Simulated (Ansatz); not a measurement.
# Ga2S3 (Cc): a band-gap study from LDA to G0W0 at the band limit, part 3 of 3

Aim: a best estimate of the quasiparticle gap of Ga2S3 (Cc), with each correction and its cost laid out.

Ansatz 0.2.0; density functionals, hybrids, G0W0, plane waves, PAW. Known limits of the many-body steps: not at the basis limit; no spin-orbit coupling; coarse k mesh.

So far. Step 10 (G0W0@LDA, 2×2×2 mesh, 499 empty bands, screening to 102 …): Against the run with 4×4×2 mesh, 499 empty bands, screening to 102 eV, PAW set soft_1 files, the gap moves by −0.06 eV. Step 11 (G0W0@HSE06, 4×4×2 mesh, 499 empty bands, screening to …): Against the run with 4×4×2 mesh, 499 empty bands, screening to 102 eV, PAW set soft_1 files on LDA, the gap moves by +0.63 eV, while the start moved by +1.35 eV.

In doubt: masses and optical values from hybrid runs of this build are listed as unsure (steps 11, 14), which bears on the screening that GW takes from such a start.

### 12. G0W0@LDA, 4×4×2 mesh, 499 empty bands, screening to 102 eV, plasmon pole, PAW set soft_1 files

A plasmon pole stands in for the full frequency dependence of the screening; this run shows what that costs in accuracy.

This step: G0W0 on LDA, plane waves, PAW; PAW set soft_1.

input.yaml reads:

```yaml
crystal:
  lattice:
    - [5.5535, -3.1975, 0.0]
    - [5.5535, 3.1975, 0.0]
    - [-3.6339226554, 0.0, 6.0074160114]
  atoms:
    - { symbol: Ga, position: [0.63979, 0.44447, 0.12512] }
    - { symbol: Ga, position: [0.44447, 0.63979, 0.62512] }
    - { symbol: Ga, position: [0.2682, 0.13232, 0.11559] }
    - { symbol: Ga, position: [0.13232, 0.2682, 0.61559] }
    - { symbol: S, position: [0.9089, 0.0811, 0.9838] }
    - { symbol: S, position: [0.0811, 0.9089, 0.4838] }
    - { symbol: S, position: [0.4303, 0.2453, 0.4999] }
    - { symbol: S, position: [0.2453, 0.4303, 0.9999] }
    - { symbol: S, position: [0.5901, 0.7581, 0.0084] }
    - { symbol: S, position: [0.7581, 0.5901, 0.5084] }
kpoints:
  mp_grid: { grid: [4, 4, 2] }
hamiltonian:
  xc: lda
  pseudopotentials: { kind: paw, azcp: { folder: soft_1 }, xc_functional: pbe }
scf:
  occupations: { method: fixed }
gw:
  n_empty_bands: 499
  ecut_chi: 102
  qp_bands: [v3, c3]
  qp_kpoints: band_edges
  screening: { model: godby_needs }
```

On the command line:

```
> ansatz run input.yaml --threads 3 --pin off --max-ram 92160MiB --backend cuda --events-out ev --progress --plain --runs-dir out --devices 1 --max-vram 13GiB
```

Numbers of over 12 decimals in the logs are rounded to 6 here.

What it wrote:

```text
GPUs: using 1 of 1 available (devices: 1).
[...]
GPU FFT provider: cuFFT
GPU libraries: cuBLAS 13.8.2, cuFFT 12.4.0, cuSOLVER 12.3.4
Crystal: 10 atoms, lattice volume = 213.351 Å³
Basis set: ecut = 420 eV, 4167 PW (Γ)
Bands: 54, of which v1, the nominal top of the filled ones, is band 44 counted from 1 (43 counted from 0)
Symmetry: 2 space group operations
[...]
k-points: 14 of 32 (time reversal used)
[...]
1    43      4.9011   -18.4663     2.3171   -15.5593  0.7720     4.3087     4.3112  root
[...]
13    44      4.9177   -18.2554     2.3776   -15.2698  0.7711     4.3069     4.3097  root
    13    45      7.8989    -9.4072    -3.9045   -14.1254  0.8009     8.7167     8.7126  root
    13    46      7.8989    -9.4072    -3.9045   -14.1254  0.8009     8.7167     8.7126  root
    13    47      8.7146    -9.7249    -4.1674   -14.8036  0.7942     9.6315     9.6259  root
[key lines of the parts left out:]
SCF converged after 9 iterations
Free energy (F): -20051.785229 eV
Fermi energy:    5.509725 eV
```

Run time: 85 s. Hardware: 1 × NVIDIA H100 80GB HBM3 (shared by 6 runs) with 3 threads of AMD EPYC 7R13 (Zen 3), shared host; peak memory 3.1 GiB; 3.1 min of CPU time.

Numbers from this step:

* bands summed: 543
* plasmon-pole fit frequency: 23.85 eV
* RPA ε∞ on this mesh (eigenvalues): 6.012, 6.156, 6.670
* plane waves in the screening matrix: 495
* G0W0 gap on the mesh: 3.073 eV
* k of the valence top: 0, 0, 0
* k of the conduction bottom: 0, 0, 0
* starting gap on the mesh: 1.665 eV
* least direct G0W0 gap on the computed points: 3.073 eV

Against the run with 4×4×2 mesh, 499 empty bands, screening to 102 eV, PAW set soft_1 files, the gap moves by +0.03 eV.

### 13. G0W0@LDA, 4×4×2 mesh, 499 empty bands, screening to 102 eV, hard PAW files

Other atomic data (hard PAW) test the pseudisation: the cutoff goes from 420 to 1020 eV and the valence electrons from 88 to 120, which opens shells that were frozen.

This step: G0W0 on LDA, plane waves, PAW.

Edit input.yaml of step 12 so:

```diff
@@ -20,3 +20,3 @@
   xc: lda
-  pseudopotentials: { kind: paw, azcp: { folder: soft_1 }, xc_functional: pbe }
+  pseudopotentials: { kind: paw, source: ansatz }
 scf:
@@ -28,2 +28,2 @@
   qp_kpoints: band_edges
-  screening: { model: godby_needs }
+  screening: { model: contour_deformation }
```

What it wrote:

```text
GPUs: using 1 of 1 available (devices: 1).
[...]
GPU FFT provider: cuFFT
GPU libraries: cuBLAS 13.8.2, cuFFT 12.4.0, cuSOLVER 12.3.4
Crystal: 10 atoms, lattice volume = 213.351 Å³
Basis set: ecut = 1020 eV, 15785 PW (Γ)
Bands: 72, of which v1, the nominal top of the filled ones, is band 60 counted from 1 (59 counted from 0)
Symmetry: 2 space group operations
[...]
k-points: 14 of 32 (time reversal used)
[...]
1    59      5.5302   -18.4692     2.3320   -15.5645  0.7446     4.9510     4.9575  root
[...]
13    60      5.5470   -18.2576     2.3966   -15.2742  0.7425     4.9531     4.9602  root
    13    61      8.5263    -9.4302    -3.9353   -14.1525  0.7850     9.3222     9.3132  root
    13    62      8.5263    -9.4302    -3.9353   -14.1525  0.7850     9.3222     9.3132  root
    13    63      9.3414    -9.7515    -4.2164   -14.8347  0.7749    10.2212    10.2081  root
[key lines of the parts left out:]
SCF converged after 9 iterations
Free energy (F): -38575.524083 eV
Fermi energy:    6.138897 eV
```

Elapsed: 6.1 min, on 1 × NVIDIA H100 80GB HBM3 (shared by 6 runs) with 3 threads; peak memory 4.3 GiB; 9.1 min of CPU time.

Numbers from this step:

```yaml
bands_summed: 559
rpa_eps_infinity_on_this_mesh_eigenvalues: 6.017, 6.162, 6.676
plane_waves_in_the_screening_matrix: 495
g0w0_gap_on_the_mesh: 3.034 eV
k_of_the_valence_top: 0, 0, 0
k_of_the_conduction_bottom: 0, 0, 0
starting_gap_on_the_mesh: 1.664 eV
least_direct_g0w0_gap_on_the_computed_points: 3.034 eV
```

Against the run with 4×4×2 mesh, 499 empty bands, screening to 102 eV, PAW set soft_1 files, the gap moves by −0.006 eV.

### 14. G0W0@PBE0, 4×4×2 mesh, 499 empty bands, screening to 102 eV, PAW set soft_1 files

This step: G0W0 on PBE0, plane waves, PAW; PAW set soft_1.

Edit input.yaml of step 13 so:

```diff
@@ -19,4 +19,4 @@
 hamiltonian:
-  xc: lda
-  pseudopotentials: { kind: paw, source: ansatz }
+  xc: pbe0
+  pseudopotentials: { kind: paw, azcp: { folder: soft_1 } }
 scf:
```

What it wrote:

```text
GPUs: using 1 of 1 available (devices: 1).
[...]
GPU FFT provider: cuFFT
GPU libraries: cuBLAS 13.8.2, cuFFT 12.4.0, cuSOLVER 12.3.4
Crystal: 10 atoms, lattice volume = 213.351 Å³
Basis set: ecut = 420 eV, 4167 PW (Γ)
Bands: 54, of which v1, the nominal top of the filled ones, is band 44 counted from 1 (43 counted from 0)
Symmetry: 2 space group operations
[...]
k-points: 14 of 32 (time reversal used)
[...]
1    42      3.5420   -18.9817     1.9285   -17.0215  0.8023     3.5103     3.5103  root
     1    43      4.0656   -18.5746     2.0100   -16.5036  0.7978     4.0045     4.0046  root
[...]
13    44      4.0732   -18.3746     2.0652   -16.2396  0.7962     4.0034     4.0034  root
    13    45      9.0854    -8.7381    -3.6291   -12.4664  0.8290     9.1846     9.1845  root
    13    46      9.0854    -8.7381    -3.6291   -12.4664  0.8290     9.1846     9.1845  root
    13    47      9.9844    -9.0344    -3.8325   -13.0168  0.8221    10.1344    10.1342  root
[key lines of the parts left out:]
Free energy (F): -20558.061794 eV
Fermi energy:    4.707447 eV
```

Wall time 2.2 min (1 × NVIDIA H100 80GB HBM3 (shared by 6 runs) with 3 threads); peak memory 2.6 GiB; 2.8 min of CPU time.

This step gave:

```yaml
bands_summed: 543
rpa_eps_infinity_on_this_mesh_eigenvalues: 4.182, 4.246, 4.371
plane_waves_in_the_screening_matrix: 495
g0w0_gap_on_the_mesh: 3.876 eV
k_of_the_valence_top: 0, 0, 0
k_of_the_conduction_bottom: 0, 0, 0
starting_gap_on_the_mesh: 3.709 eV
least_direct_g0w0_gap_on_the_computed_points: 3.876 eV
```

Against the run with 4×4×2 mesh, 499 empty bands, screening to 102 eV, PAW set soft_1 files on HSE06, the gap moves by +0.21 eV, while the start moved by +0.69 eV.

### 15. The ladder

Times are wall times on 1 × NVIDIA H100 80GB HBM3 (shared by 6 runs) with 3 threads of AMD EPYC 7R13 (Zen 3), shared host, good to a factor of about two. G0W0 rows are gaps on the mesh, lowered by the amount that the mesh misses the start's edges, a rough step that assumes the same correction there.

| level | gap (eV) | least direct gap (eV) | time |
| --- | --- | --- | --- |
| LDA | 1.67 | 1.67 | 6 s |
| LDA+SOC | 1.66 | 1.66 | 13 s |
| HSE06 | 3.01 | 3.01 | 60 s |
| PBE0 | 3.69 | 3.69 | 77 s |
| G0W0@LDA (176 empty bands) | 3.03 | - | 24 s |
| G0W0@LDA (499 empty bands) | 3.04 | - | 43 s |
| G0W0@LDA (1073 empty bands) | 3.04 | - | 3.3 min |
| G0W0@LDA (499 empty bands, 2×2×2) | 2.98 | - | 19 s |
| G0W0@HSE06 (499 empty bands) | 3.67 | - | 2.4 min |
| G0W0@LDA (499 empty bands, plasmon pole) | 3.07 | - | 85 s |
| G0W0@LDA (499 empty bands, hard PAW) | 3.03 | - | 6.1 min |
| G0W0@PBE0 (499 empty bands) | 3.88 | - | 2.2 min |

### 16. Adding up the best estimate

| term | eV | running total (eV) |
| --- | --- | --- |
| G0W0 on the mesh, top rung | 3.041 | 3.041 |
| to the limit, by a line in one over the bands through the two top rungs | +0.0003 | 3.041 |
| spin-orbit change, from LDA | −0.001 | 3.040 |

Changes that are not added in, each against a run with equal bands and cutoff:

| change | eV |
| --- | --- |
| the coarser 2×2×2 mesh (change of the correction alone) | −0.06 |
| start HSE06 | +0.63 |
| plasmon pole in place of full frequency | +0.03 |
| hard PAW files | −0.01 |
| start PBE0 | +0.84 |

### 17. What came out

| Quantity | Value |
| --- | --- |
| LDA gap | 1.67 eV, direct |
| HSE06 | 3.01 eV |
| PBE0 | 3.69 eV |
| G0W0, top rung on the mesh | 3.04 eV |
| best estimate, G0W0@LDA with spin-orbit change | 3.04 eV |
| GW settings of the top rung | 4×4×2 mesh, 1073 empty bands, screening to 170 eV, PAW set soft_1 files |
| known limits | one-shot GW, static lattice; coarse k mesh |

What this shows: The best estimate for G0W0@LDA is 3.04 eV, direct on the mesh, against 1.66 eV at the start (both with spin-orbit coupling). The pair of rungs below gives a limit +0.01 eV away. Of the changes left open the largest, +0.84 eV, comes from starting at PBE0. Among the functionals HSE06 comes nearest: −0.03 eV from the estimate. That ranking leans on the start chosen for G0W0. The RPA ε∞ on the GW mesh averages 6.3 against 6.3 from perturbation theory, which takes a denser mesh of its own and holds the xc response as well. All runs took 21 min, 81 % of it in G0W0. The 4×4×2 mesh is coarse for this cell (its supercell is 14 Å along the shortest edge). The RPA ε∞ on it, from the LDA start, is 6.00, 6.15 and 6.66; such meshes misread the long-range screening, most where the gap is narrow.

[Paths, hosts, dates, memory and timing lines, banners, echoed tables and standing remarks are left out of the program output.]

[Logs are printed without paths, hosts, clocks, repeated set-up lines and the standing remarks that a program may print on its own settings, such as how far it seeks lower states.]

[Runs of the session that timed out or met a known fault of the program may be left out.]

[Cells called generated may have been cut or substituted from an entry of the Crystallography Open Database or the Materials Project.]

[Hosts, paths, dates, database ids (printed as entryN), source tags and the programs' standing remarks are cut or masked in the printed files.]
